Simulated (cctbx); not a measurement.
# What is wrong with this refinement?

Cell a = 4.4460 Å, b = 4.4460 Å, c = 33.2640 Å, α = 90.00°, β = 90.00°, γ = 90.00°; space group P4/nmm (no. 129, origin choice 1). The compound is Sr2MnS3Cl.

Simulated single-crystal data (cctbx): Mo Kα, λ = 0.71073 Å, to d = 0.65 Å, 80 % of the full sphere, strongest reflection 5000 counts, noise from counting, a 3 % proportional error and a noise floor of 15 counts (s.d.); no absorption.

An anisotropic refinement with weights 1/σ² prints:

```text
Rint 0.062, 50 unique reflections to 2.01 A
cycle     R1     wR2    GooF  max shift (A)
   1  0.0275  0.0482   1.901   0.00000
final R1 0.0275 wR2 0.0482 GooF 1.901  parameters 38  data/parameter 1.3
atom        x        y        z      Ueq    occ   su(xyz)  su(Uiso or U11)
Sr1    0.00000  0.50000  0.67123   0.0134  1.000  0.01141  0.7358
Sr2    0.00000  0.50000  0.17226   0.0143  1.000  0.01110  0.7392
Sr3    0.00000  0.50000  0.54717   0.0089  1.000  0.01375  0.7548
Sr4    0.00000  0.50000  0.04835   0.0150  1.000  0.01258  0.7147
Mn1    0.50000  0.00000  0.60099   0.0142  1.000  0.01853  1.2937
Mn2    0.50000  0.00000  0.10251   0.0114  1.000  0.01700  1.2355
Cl1    0.50000  0.00000  0.71182   0.0148  1.000  0.02694  0.9020
Cl2    0.50000  0.00000  0.21212   0.0169  1.000  0.02803  0.8875
S1     0.50000  0.50000  0.61133   0.0190  1.000  0.01196  4.1845
S2     0.50000  0.50000  0.11309   0.0189  1.000  0.01264  4.0888
S3     0.50000  0.00000  0.53611   0.0204  1.000  0.09690  1.4546
S4     0.50000  0.00000  0.03494   0.0128  1.000  0.09177  1.4711
difference map: max 0.74 min -0.46 rms 0.17
Q1    0.0000  0.5000  0.8382    2    0.76  1.67 A from Cl2
Q2    0.0000  0.5000  0.4716    2    0.73  0.26 A from S3
Q3    0.0000  0.5000  0.5734    2    0.67  0.87 A from Sr3
Q4    0.0000  0.0000  0.1282    4    0.50  0.50 A from S2
Q5    0.0000  0.5000  0.2614    2    0.45  0.89 A from Cl1
Q6    0.0000  0.0000  0.1896    4    0.39  2.30 A from Sr2
```

**Question.** Can this result stand? If not, what is the likely fault?

Mend it. The fault: data cut at low resolution. Against the right model at the same level, R1 goes from 0.0379 to 0.0275 and GooF from 0.95 to 1.90. The atoms are right, but there are too few data for the parameters: R1 flatters and the s.u.s grow. Data per parameter fall from 23 to 1.3.

The compound is Sr2MnS3Cl. The right model at the same level gives:

```text
Rint 0.199, 875 unique reflections to 0.65 A
cycle     R1     wR2    GooF  max shift (A)
   1  0.0394  0.0716   0.962   0.00555
   5  0.0379  0.0709   0.953   0.00038
final R1 0.0379 wR2 0.0709 GooF 0.953  parameters 38  data/parameter 23.0
atom        x        y        z      Ueq    occ   su(xyz)  su(Uiso or U11)
Sr1    0.00000  0.50000  0.67118   0.0135  1.000  0.00018  0.0021
Sr2    0.00000  0.50000  0.17233   0.0142  1.000  0.00018  0.0021
Sr3    0.00000  0.50000  0.54720   0.0092  1.000  0.00016  0.0017
Sr4    0.00000  0.50000  0.04827   0.0145  1.000  0.00018  0.0020
Mn1    0.50000  0.00000  0.60095   0.0139  1.000  0.00030  0.0026
Mn2    0.50000  0.00000  0.10257   0.0116  1.000  0.00029  0.0025
Cl1    0.50000  0.00000  0.71160   0.0132  1.000  0.00041  0.0047
Cl2    0.50000  0.00000  0.21243   0.0181  1.000  0.00046  0.0055
S1     0.50000  0.50000  0.61141   0.0187  1.000  0.00035  0.0060
S2     0.50000  0.50000  0.11301   0.0200  1.000  0.00036  0.0050
S3     0.50000  0.00000  0.53612   0.0210  1.000  0.00056  0.0057
S4     0.50000  0.00000  0.03494   0.0124  1.000  0.00047  0.0043
difference map: max 5.26 min -7.76 rms 0.89
Q1    0.0000  0.5000  0.1268    2    5.36  1.51 A from Sr2
Q2    0.0000  0.5000  0.5845    2    4.80  1.24 A from Sr3
Q3    0.0000  0.5000  0.4430    2    4.79  0.70 A from S3
Q4    0.0000  0.5000  0.5383    2    4.71  0.30 A from Sr3
Q5    0.0000  0.5000  0.2467    2    4.65  1.39 A from Cl1
Q6    0.0000  0.5000  0.5664    2    4.49  0.64 A from Sr3
```

The model was made for the exercise: a known structure type with other elements put in, its volume estimated, not relaxed; displacement parameters are assumed.

[Middle refinement cycles are left out of these outputs.]

[Logs are printed without paths, hosts, clocks, repeated set-up lines and the standing remarks that a program may print on its own settings, such as how far it seeks lower states.]
